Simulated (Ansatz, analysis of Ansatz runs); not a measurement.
# Reproducing a measured hyperfine coupling: NV- centre in diamond

How near does this set-up come to the measured hyperfine coupling? Subject: NV- centre in diamond. Set-up: r2SCAN, 128-site cell, r2SCAN lattice, 500 eV, k: the single point 1/4 1/4 1/4. The model is a cell of 128 host atoms with 1 site emptied and N put on another atom's site. The isotropic coupling follows from the spin density at the nucleus, the nuclear g-factor and the total spin. A meta-GGA costs about twice a GGA and mends lattice constants and part of the gap.

Measured beforehand: 14N, isotropic: -2.51 MHz at 300 K, by EPR (room temperature) (“Hyperfine interaction in the ground state of the negatively charged nitrogen vacancy center in diamond”, 2009, S. Felton et al.). The runs below try to reproduce this.

Main program and level: Ansatz 0.2.0; plane-wave PAW DFT, r2SCAN; relaxation of all atoms of a defect supercell.

**1. The structure**

The cell holds 127 atoms: 126 C and 1 N. Its edges and angles: a = 10.070 Å, b = 10.070 Å, c = 10.070 Å, α = 60.0°, β = 60.0°, γ = 60.0°. It derives from C (space group Fd-3m). Nearest the centre at fractional (0.438, 0.438, 0.438): N43 at 1.54 Å, C44 at 1.54 Å, C50 at 1.54 Å, C74 at 1.54 Å, C36 at 2.52 Å, C42 at 2.52 Å, C12 at 2.52 Å, C20 at 2.52 Å. The cell carries charge −1.

The host's primitive cell comes from a first run (plane-wave PAW DFT, r2SCAN; relaxation of the host's cell and atoms): vectors of 2.517, 2.517 and 2.517 Å. That is 5.64 Å³ an atom, 0.5 % under the diffraction cell's volume. The supercell is built on it.

**2. Relaxation, charge −1**

Every later number rests on the structure around the defect, so the atoms are relaxed at the host's lattice first.

Input file relax/input.yaml:

```yaml
relax:
  f_tol: 0.02
  max_steps: 80
  random_displacement: { amplitude: 0.02, seed: 750 }
crystal:
  lattice:
    - [0.0, 7.12053982, 7.12053982]
    - [7.12053982, 0.0, 7.12053982]
    - [7.12053982, 7.12053982, 0.0]
  atoms:
    - { symbol: C, position: [0.125, 0.125, 0.125] }
    - { symbol: C, position: [0.1875, 0.1875, 0.1875] }
    - { symbol: C, position: [0.125, 0.125, 0.375] }
    - { symbol: C, position: [0.1875, 0.1875, 0.4375] }
    - { symbol: C, position: [0.125, 0.125, 0.625] }
    - { symbol: C, position: [0.1875, 0.1875, 0.6875] }
    - { symbol: C, position: [0.125, 0.125, 0.875] }
    - { symbol: C, position: [0.1875, 0.1875, 0.9375] }
    - { symbol: C, position: [0.125, 0.375, 0.125] }
    - { symbol: C, position: [0.1875, 0.4375, 0.1875] }
    - { symbol: C, position: [0.125, 0.375, 0.375] }
    - { symbol: C, position: [0.1875, 0.4375, 0.4375] }
    - { symbol: C, position: [0.125, 0.375, 0.625] }
    - { symbol: C, position: [0.1875, 0.4375, 0.6875] }
    - { symbol: C, position: [0.125, 0.375, 0.875] }
    - { symbol: C, position: [0.1875, 0.4375, 0.9375] }
    - { symbol: C, position: [0.125, 0.625, 0.125] }
    - { symbol: C, position: [0.1875, 0.6875, 0.1875] }
    - { symbol: C, position: [0.125, 0.625, 0.375] }
    - { symbol: C, position: [0.1875, 0.6875, 0.4375] }
    - { symbol: C, position: [0.125, 0.625, 0.625] }
    - { symbol: C, position: [0.1875, 0.6875, 0.6875] }
    - { symbol: C, position: [0.125, 0.625, 0.875] }
    - { symbol: C, position: [0.1875, 0.6875, 0.9375] }
    - { symbol: C, position: [0.125, 0.875, 0.125] }
    - { symbol: C, position: [0.1875, 0.9375, 0.1875] }
    - { symbol: C, position: [0.125, 0.875, 0.375] }
    - { symbol: C, position: [0.1875, 0.9375, 0.4375] }
    - { symbol: C, position: [0.125, 0.875, 0.625] }
    - { symbol: C, position: [0.1875, 0.9375, 0.6875] }
[... 12 lines left out ...]
    - { symbol: "N", position: [0.375, 0.375, 0.375] }
[... 76 lines left out ...]
    - { symbol: C, position: [0.875, 0.875, 0.125] }
    - { symbol: C, position: [0.9375, 0.9375, 0.1875] }
    - { symbol: C, position: [0.875, 0.875, 0.375] }
    - { symbol: C, position: [0.9375, 0.9375, 0.4375] }
    - { symbol: C, position: [0.875, 0.875, 0.625] }
    - { symbol: C, position: [0.9375, 0.9375, 0.6875] }
    - { symbol: C, position: [0.875, 0.875, 0.875] }
    - { symbol: C, position: [0.9375, 0.9375, 0.9375] }
total_charge: -1
basis:
  ecutwfc: 500
  xc_grid: 2
hamiltonian:
  xc: r2scan
kpoints:
  mp_grid: { grid: [1, 1, 1], shift: [0.25, 0.25, 0.25] }
magnetization:
  spin_polarized: true
  initial_magnetization: 2
  spin_locking: { lock_magnetization: hard }
scf:
  occupations: { method: fermi_dirac, width: 0.01 }
  max_iter: 120
output:
  forces: true
checkpoint:
  write: "../relax.run"
  compress: false
  write_wavefunctions: true
  write_every: 100000
```

On the command line:

```bash
$ ansatz run input.yaml --threads 2 --pin off --max-ram 4710MiB --backend cpu --events-out ev --progress --plain --runs-dir out
```

Numbers of over 12 decimals in the logs are rounded to 6 here.

Output:

```text
[... repeated set-up lines and file paths are left out, and long positions are rounded to six places ...]
Warning: This run holds its total moment fixed (magnetization.spin_locking.lock_magnetization: hard) and mixes its density by anderson or broyden (scf.mixing.algorithm, typed or taken by auto). [...]
Engine: ansatz 0.2.0, aarch64-unknown-linux-gnu
Pseudopotentials: kind: paw
Pseudopotential: C, paw, valence charge 4, recommended cutoff 500 eV (meta_gga), C.paw.azcp
Pseudopotential: N, paw, valence charge 5, recommended cutoff 500 eV (meta_gga), N.paw.azcp
Functional definition: r2SCAN
  parameter k0 = 0.174
  parameter k1 = 0.065
  parameter a1 = 4.9479
  exchange = r2scan_x(k0 = k0, k1 = k1, a1 = a1)
  correlation = r2scan_c
Crystal: 127 atoms, lattice volume = 722.052 Å³
Basis set: ecut = 500 eV, 18197 PW (Γ), exchange–correlation on 150×150×150 points (8 copies of the dense FFT grid, shifted against one another)
Bands: 383, of which v1, the nominal top of the filled ones, is band 255 counted from 1 (254 counted from 0)
Symmetry: 1 space group operations
k-points: 1
Non-local potential: C, projectors of the file, l = 0: 2, l = 1: 2, l = 2: 1
Non-local potential: N, projectors of the file, l = 0: 2, l = 1: 2, l = 2: 1
PAW form: soft (Blöchl's): semilocal exchange-correlation on the pseudo side does not see the compensation charge
PAW frozen core: C, regenerated for the run's functional (the file was generated under x = pbe(κ = 0.804, μ = 0.219515), c = pbe(β = 0.066725))
PAW frozen core: N, regenerated for the run's functional (the file was generated under x = pbe(κ = 0.804, μ = 0.219515), c = pbe(β = 0.066725))
PAW one-centre angular grid: C, 302 points (default); XC on 239 of its mesh's 2573 points in the sphere
PAW one-centre angular grid: N, 302 points (default); XC on 160 Gauss nodes
Initial density: superposition of atomic densities (chi_scale 0.1, normalization cell, long waves kept (reshape's long-wave potential 0.20 eV rms))
Starting moments: Σ|m| = 2 μB on 127 of 127 sites
Initial wavefunctions: pseudopotential atomic-orbital guess
Functional: x = r2scan, c = r2scan; τ floored in thin density (d = 2e-4 eV/Å³)
SCF iter   1: F=—  HF=-32063.331343 eV  |F-HF|=—  |Δ(HF+E_count)|=         —  Δρ=6.99e-2 (↑6.99e-2 ↓6.92e-2)  dr2=9.68e1  dr2_τ=7.66e0  dr2_m=6.50e-1  M=2.000 μB ∫|m|=2.004 μB  β_m=1.20  ethr=3.10e-3  ⟨swp⟩=7.0  Hψ=3356  notcnv=0  defer=80
preconditioner: auto → Resta (q_TF=auto, 2.575 Å⁻¹)  ε∞=4.0  [insulator: Δε(μ)=0.968 eV  Ē_g=18.089 eV  σ=0.010 eV  W_gap=1.00  n_scr=180 (ndim 8)  ℏωp=31.2 eV  f_vac=0.000  D(μ)=0.00/eV (n_scr^D=0)  ε∞_Penn≈4.0]
spin=Collinear: Resta preconditioning applied to the charge; magnetization (m = ρ↑ − ρ↓) channel mixes plain (no charge-response kernel on spin).
SCF iter   2: F=—  HF=-32059.571331 eV  |F-HF|=—  |Δ(HF+E_count)|=    3.76e0  Δρ=5.07e-2 (↑5.07e-2 ↓5.06e-2)  dr2=5.26e1  dr2_τ=2.68e-1  dr2_m=1.14e-2  M=2.000 μB ∫|m|=2.235 μB  β_m=1.20  ethr=3.10e-3  ⟨swp⟩=3.5  Hψ=1419  notcnv=0  defer=239  κ⁻¹=1.0e0(r=1)
SCF iter   3: F=—  HF=-32054.754722 eV  |F-HF|=—  |Δ(HF+E_count)|=    4.82e0  Δρ=2.17e-2 (↑2.16e-2 ↓2.17e-2)  dr2=9.99e0  dr2_τ=5.43e-2  dr2_m=1.50e-2  M=2.000 μB ∫|m|=2.387 μB  β_m=1.20  ethr=3.10e-3  ⟨swp⟩=3.5  Hψ=1238  notcnv=0  defer=239  κ⁻¹=2.1e-1(r=2)
SCF iter   4: F=—  HF=-32053.374922 eV  |F-HF|=—  |Δ(HF+E_count)|=    1.38e0  Δρ=4.72e-3 (↑4.72e-3 ↓4.69e-3)  dr2=3.08e-1  dr2_τ=6.17e-3  dr2_m=3.75e-3  M=2.000 μB ∫|m|=2.387 μB  β_m=1.20  ethr=1.96e-3  ⟨swp⟩=4.0  Hψ=1236  notcnv=0  defer=239  κ⁻¹=2.6e-3(r=3)
SCF iter   5: F=—  HF=-32053.690612 eV  |F-HF|=—  |Δ(HF+E_count)|=   3.16e-1  Δρ=2.47e-3 (↑2.44e-3 ↓2.47e-3)  dr2=6.24e-2  dr2_τ=1.74e-3  dr2_m=2.02e-3  M=2.000 μB ∫|m|=2.317 μB  β_m=1.20  ethr=6.04e-5  ⟨swp⟩=3.5  Hψ=1212  notcnv=0  defer=239  κ⁻¹=8.8e-4(r=4)
SCF iter   6: F=—  HF=-32053.785857 eV  |F-HF|=—  |Δ(HF+E_count)|=   9.52e-2  Δρ=9.98e-4 (↑9.66e-4 ↓9.98e-4)  dr2=9.79e-3  dr2_τ=3.12e-4  dr2_m=2.77e-4  M=2.000 μB ∫|m|=2.317 μB  β_m=1.20  ethr=1.22e-5  ⟨swp⟩=3.5  Hψ=964  notcnv=0  defer=239  κ⁻¹=2.6e-4(r=5)
SCF iter   7: F=—  HF=-32053.792831 eV  |F-HF|=—  |Δ(HF+E_count)|=   6.97e-3  Δρ=4.74e-4 (↑4.74e-4 ↓4.67e-4)  dr2=2.67e-3  dr2_τ=6.60e-5  dr2_m=1.44e-5  M=2.000 μB ∫|m|=2.327 μB  β_m=1.20  ethr=1.92e-6  ⟨swp⟩=2.5  Hψ=1141  notcnv=0  defer=239  κ⁻¹=4.0e-5(r=6)
SCF iter   8: F=—  HF=-32053.793779 eV  |F-HF|=—  |Δ(HF+E_count)|=   9.48e-4  Δρ=9.43e-5 (↑9.32e-5 ↓9.43e-5)  dr2=1.38e-4  dr2_τ=2.72e-6  dr2_m=5.10e-6  M=2.000 μB ∫|m|=2.331 μB  β_m=1.20  ethr=5.23e-7  ⟨swp⟩=2.5  Hψ=1037  notcnv=0  defer=239  κ⁻¹=3.0e-6(r=7)
SCF iter   9: F=—  HF=-32053.793957 eV  |F-HF|=—  |Δ(HF+E_count)|=   1.77e-4  Δρ=4.22e-5 (↑4.05e-5 ↓4.22e-5)  dr2=3.14e-5  dr2_τ=3.82e-7  dr2_m=2.96e-7  M=2.000 μB ∫|m|=2.330 μB  β_m=1.20  ethr=2.70e-8  ⟨swp⟩=2.5  Hψ=1103  notcnv=0  defer=239  κ⁻¹=7.9e-7(r=8)
SCF iter  10: F=—  HF=-32053.794060 eV  |F-HF|=—  |Δ(HF+E_count)|=   1.03e-4  Δρ=1.79e-5 (↑1.79e-5 ↓1.77e-5)  dr2=4.25e-6  dr2_τ=6.97e-8  dr2_m=1.47e-7  M=2.000 μB ∫|m|=2.329 μB  β_m=1.20  ethr=1.96e-9  ⟨swp⟩=4.0  Hψ=1889  notcnv=0  κ⁻¹=1.5e-7(r=8)
SCF iter  11: F=-32053.794086 eV  HF=-32053.794080 eV  |F-HF|=5.61e-6  |Δ(HF+E_count)|=   2.07e-5  Δρ=9.90e-6 (↑9.77e-6 ↓9.90e-6)  dr2=1.34e-6  dr2_τ=1.80e-8  dr2_m=1.47e-8  M=2.000 μB ∫|m|=2.329 μB  ethr=8.32e-10  ⟨swp⟩=2.0  Hψ=1812  notcnv=0
SCF 1 converged in 11 iterations: F = -32053.794086 eV  dr2 = 1.34e-6
  greatest PAW one-centre occupation: 0.802 electrons in one spin orbital (limit 2), on the N atom at site 42 (counted from 0), in its partial waves of l = 0
relax step   1: F+E_penalty+E_count = -32053.79408599 eV  Δ(F+E_penalty+E_count) = +0.000e0 eV  max|allowed force component| = 2.606e0 eV/Å  Δτ_max = 0.0000 Å  (11 SCF iters, dr2 threshold 1.00e-5 eV, accepted)
[... the SCF cycles and remarks between the steps are left out from here to the last step ...]
relax step   2: F+E_penalty+E_count = -32055.49516691 eV  Δ(F+E_penalty+E_count) = -1.701e0 eV  max|allowed force component| = 1.145e0 eV/Å  Δτ_max = 0.1322 Å  (7 SCF iters, dr2 threshold 1.00e-4 eV, accepted)
relax step   3: F+E_penalty+E_count = -32055.87325853 eV  Δ(F+E_penalty+E_count) = -3.781e-1 eV  max|allowed force component| = 7.802e-1 eV/Å  Δτ_max = 0.0617 Å  (6 SCF iters, dr2 threshold 8.19e-5 eV, accepted)
relax step   4: F+E_penalty+E_count = -32055.91002285 eV  Δ(F+E_penalty+E_count) = -3.676e-2 eV  max|allowed force component| = 4.039e-2 eV/Å  Δτ_max = 0.0246 Å  (5 SCF iters, dr2 threshold 1.00e-4 eV, accepted)
relax step   5: F+E_penalty+E_count = -32055.91002460 eV  Δ(F+E_penalty+E_count) = -1.751e-6 eV  max|allowed force component| = 4.074e-2 eV/Å  Δτ_max = 0.0000 Å  (4 SCF iters, accepted)
relax step   6: F+E_penalty+E_count = -32055.91036324 eV  Δ(F+E_penalty+E_count) = -3.386e-4 eV  max|allowed force component| = 5.786e-2 eV/Å  Δτ_max = 0.0039 Å  (7 SCF iters, accepted)
relax step   7: F+E_penalty+E_count = -32055.91064881 eV  Δ(F+E_penalty+E_count) = -2.856e-4 eV  max|allowed force component| = 4.453e-3 eV/Å  Δτ_max = 0.0020 Å  (4 SCF iters, dr2 threshold 3.35e-6 eV, accepted)
iter 1 solved again at ethr=8.83e-11 eV; its pass at ethr=3.10e-3 eV (dr2=4.50e-7 eV) is discarded
SCF iter   1: F=—  HF=-32055.910649 eV  |F-HF|=—  |Δ(HF+E_count)|=         —  Δρ=5.43e-6 (↑5.43e-6 ↓5.38e-6)  dr2=4.51e-7  dr2_τ=2.62e-9  dr2_m=1.84e-9  M=2.000 μB ∫|m|=2.414 μB  β_m=1.20  ethr=8.83e-11  ⟨swp⟩=1.0  Hψ=2130  notcnv=0  defer=239
SCF iter   2: F=—  HF=-32055.910649 eV  |F-HF|=—  |Δ(HF+E_count)|=   2.60e-8  Δρ=3.81e-6 (↑3.81e-6 ↓3.80e-6)  dr2=1.85e-7  dr2_τ=1.67e-9  dr2_m=1.93e-10  M=2.000 μB ∫|m|=2.414 μB  β_m=1.20  ethr=8.83e-11  ⟨swp⟩=2.0  Hψ=535  notcnv=0  defer=239  κ⁻¹=1.0e0(r=1)
SCF iter   3: F=-32055.910649 eV  HF=-32055.910649 eV  |F-HF|=1.06e-8  |Δ(HF+E_count)|=   3.97e-8  Δρ=1.64e-6 (↑1.61e-6 ↓1.64e-6)  dr2=3.25e-8  dr2_τ=5.53e-10  dr2_m=2.20e-10  M=2.000 μB ∫|m|=2.414 μB  ethr=1.96e-11  ⟨swp⟩=3.5  Hψ=1765  notcnv=0
SCF 8 converged in 3 iterations: F = -32055.910649 eV  dr2 = 3.25e-8
relax step   8: F+E_penalty+E_count = -32055.91064893 eV  Δ(F+E_penalty+E_count) = -1.268e-7 eV  max|allowed force component| = 4.460e-3 eV/Å  Δτ_max = 0.0000 Å  (3 SCF iters, accepted)
NSCF: frozen V_eff on 1 k-points
the band table was solved once a step of the walk had ended and its energy, with any forces and stress, was formed, with the checks that follow a solve (3553 applications of the Hamiltonian). They found nothing against the state; [...]
iter 1 solved again at ethr=6.38e-12 eV; its pass at ethr=3.10e-3 eV (dr2=3.25e-8 eV) is discarded
SCF iter   1: F=—  HF=-32055.910649 eV  |F-HF|=—  |Δ(HF+E_count)|=         —  Δρ=1.64e-6 (↑1.61e-6 ↓1.64e-6)  dr2=3.25e-8  dr2_τ=5.53e-10  dr2_m=2.21e-10  M=2.000 μB ∫|m|=2.414 μB  β_m=1.20  ethr=6.38e-12  ⟨swp⟩=1.0  Hψ=2130  notcnv=0
SCF iter   2: F=-32055.910649 eV  HF=-32055.910649 eV  |F-HF|=7.17e-9  |Δ(HF+E_count)|=   5.96e-9  Δρ=1.22e-6 (↑1.21e-6 ↓1.22e-6)  dr2=1.81e-8  dr2_τ=1.46e-10  dr2_m=2.46e-11  M=2.000 μB ∫|m|=2.414 μB  ethr=6.38e-12  ⟨swp⟩=3.0  Hψ=1286  notcnv=0
SCF 9 converged in 2 iterations: F = -32055.910649 eV  dr2 = 1.81e-8
NSCF: frozen V_eff on 1 k-points
the band table was solved once a step of the walk had ended and its energy, with any forces and stress, was formed, with the checks that follow a solve (2462 applications of the Hamiltonian). They found nothing against the state; [...]
SCF converged after 2 iterations
Stability not checked: this state was not tested for a lower state beside it, because the mixer in use, unlike msr1, does not test its closes by its own steps (another_mixer; see scf.mixing.algorithm and scf.lower_state_search)
Magnetization: 2.0000 μB (256.0000 up, 254.0000 down)
Absolute magnetization: 2.4149 μB (∫|ρ↑−ρ↓|, with the PAW one-centre terms)
Spin contamination: 0.0172 ħ² per cell (⟨S²⟩ above its minimum at these occupations)
Per-site moments (μB) at R_I (Å): [(0.00374934, 0.635854), (-0.000547841, 0.636309), (0.00309169, 0.634966), [... 124 left out ...]
Free energy (F): -32055.910649 eV
Harris-Foulkes:  -32055.910649 eV  (|F-HF|=7.17e-9)
Internal energy: -32055.910649 eV  (E = F + TS)
E sigma→0 (E₀):  -32055.910649 eV
Fermi energy:    15.866365 (↑ 16.479505, ↓ 15.558001) eV
--- Per-component energies (eV) ---
  E_band       = 1901.799303
  E_kinetic    = 11796.667578
  E_local      = -8016.009268  (includes V_loc(G=0)·N_el)
  E_nonlocal   = 3360.590373
  E_hartree    = 1809.762034
  E_xc         = -6113.322302
  E_vxc        = -8450.722154  (∫ρ·V_xc dr)
  E_paw        = -12825.243177  (= ΣΔE_a)
  E_vpaw       = -854.997646  (= ΣTr[D̂ρ^β])
  E_aug_tail   = 0.000552  (compensation charges beyond the density's cutoff)
  E_vtau       = 446.745802  (kinetic-family band-sum trace: ∫τ·v_τ [+ j·A + Jᵃ·Aᵃ] dr)
  E_ewald      = -22065.205384
  E_core_change = -3.151055  (= ΣΔE_core)
  E_smearing   = -0.000000  (= −TS)
  E_closure    = -0.000000  (closes the sum)
  E_deformation_potential = -21.496547  (in the stress; not in F)
  Σ components = -32055.910649   (vs F -32055.910649, Δ=0.00e0)
--- Forces (eV/Å), atoms counted from 1 ---
  atom   1  C      0.00204781     0.00177242     0.00230126
  atom   2  C     -0.00066890    -0.00190111     0.00069016
  [... 9 atoms left out ...]
  atom  12  C     -0.00231341    -0.00067496     0.00006414
  [... 1 atom left out ...]
  atom  14  C     -0.00335204     0.00273018    -0.00109894
  [... 21 atoms left out ...]
  atom  36  C     -0.00242902    -0.00305711    -0.00084107
  atom  37  C      0.00192559    -0.00097762    -0.00342269
  atom  38  C      0.00347000    -0.00272984    -0.00271626
  [... 3 atoms left out ...]
  atom  42  C      0.00020378     0.00065583     0.00103179
  atom  43  N      0.00386852     0.00366659     0.00105204
  atom  44  C      0.00110134     0.00060612     0.00267123
  [... 5 atoms left out ...]
  atom  50  C      0.00030179    -0.00049916     0.00049765
  [... 23 atoms left out ...]
  atom  74  C     -0.00016478     0.00010832     0.00137994
  [... 53 atoms left out ...]
  max |Σ_I F_I| component: 6.59e-4 eV/Å
--- Band table (eV) ---
  k-point 0 ↑: bands = ["-9.4861", "-8.6243", "-8.1891", "-7.9441", [... 375 left out ...] "24.8154", "24.8154", "24.8384", "24.8784"]
  k-point 0 ↓: bands = ["-9.4760", "-8.6121", "-8.1821", "-7.9313", [... 375 left out ...] "24.8283", "24.8284", "24.8531", "24.8953"]
--- Relaxed structure (8 steps of the walk, 8 accepted, 0 SCFs on fresh bases) ---
  F+E_penalty+E_count = -32055.91064893 eV   max|allowed force component| = 4.460e-3 eV/Å
  atoms:
    - { symbol: C, position: [0.124994, 0.124856, 0.124809] }
    - { symbol: C, position: [0.187532, 0.187392, 0.187349] }
    [... 9 atoms left out ...]
    - { symbol: C, position: [0.191088, 0.434485, 0.434434] }
    [... 1 atom left out ...]
    - { symbol: C, position: [0.190693, 0.437164, 0.685826] }
    [... 21 atoms left out ...]
    - { symbol: C, position: [0.434622, 0.190954, 0.434438] }
    - { symbol: C, position: [0.374581, 0.127794, 0.623281] }
    - { symbol: C, position: [0.437303, 0.190560, 0.685823] }
    [... 3 atoms left out ...]
    - { symbol: C, position: [0.434613, 0.434478, 0.190906] }
    - { symbol: N, position: [0.369299, 0.369163, 0.369108] }
    - { symbol: C, position: [0.372196, 0.372059, 0.636837] }
    [... 5 atoms left out ...]
    - { symbol: C, position: [0.372201, 0.636881, 0.372015] }
    [... 23 atoms left out ...]
    - { symbol: C, position: [0.637014, 0.372061, 0.372022] }
    [... 53 atoms left out ...]
```

Wall time 25 min (2 threads of Arm Neoverse N1, shared host); peak memory 3.7 GiB.

Relaxation path:

| step | energy less that of the first step (eV) | largest force component (eV/Å) |
| --- | --- | --- |
| 1 | 0.0000 | 2.6060 |
| 2 | -1.7011 | 1.1446 |
| 3 | -2.0792 | 0.7802 |
| 4 | -2.1159 | 0.0404 |
| 5 | -2.1159 | 0.0407 |
| 6 | -2.1163 | 0.0579 |
| 7 | -2.1166 | 0.0045 |
| 8 | -2.1166 | 0.0045 |

The atoms that moved most (Å, from the sites as typed, ahead of the random displacement):

| atom | dx | dy | dz | length |
| --- | --- | --- | --- | --- |
| N43 | -0.083 | -0.083 | -0.083 | 0.144 |
| C44 | 0.064 | 0.064 | -0.042 | 0.099 |
| C50 | 0.064 | -0.042 | 0.064 | 0.099 |
| C74 | -0.042 | 0.064 | 0.064 | 0.099 |
| C42 | 0.003 | 0.003 | -0.043 | 0.043 |
| C12 | -0.043 | 0.003 | 0.003 | 0.043 |
| C36 | 0.003 | -0.043 | 0.003 | 0.043 |
| C20 | -0.014 | 0.020 | 0.010 | 0.026 |

Neighbours of the ideal centre at the end:

| atom | distance (Å) |
| --- | --- |
| C44 | 1.639 |
| C50 | 1.639 |
| C74 | 1.641 |
| N43 | 1.685 |
| C14 | 2.493 |
| C20 | 2.493 |
| C38 | 2.494 |
| C49 | 2.494 |
| C67 | 2.495 |
| C73 | 2.495 |
| C12 | 2.512 |
| C36 | 2.513 |
| C42 | 2.513 |
| C45 | 2.514 |
| C51 | 2.515 |
| C75 | 2.515 |

Numbers from this step:

| Quantity | Value |
| --- | --- |
| free energy | -32055.9106 eV |
| total moment | 2 μB |
| integral of the absolute spin density | 2.415 μB |
| spin contamination | 0.01724 |

The relaxation ends 17 meV an atom lower than the displaced start, with a largest force component of 0.0045 eV/Å.

(Continued in part 2 of 2.)

[Logs are printed without paths, hosts, clocks, repeated set-up lines and the standing remarks that a program may print on its own settings, such as how far it seeks lower states.]

[Hosts, paths, dates, database ids (printed as entryN), source tags and the programs' standing remarks are cut or masked in the printed files.]

[For some hosts the program warned that the k-mesh of the response run may be too coarse for force constants and the static dielectric constant; such warnings are not shown here.]
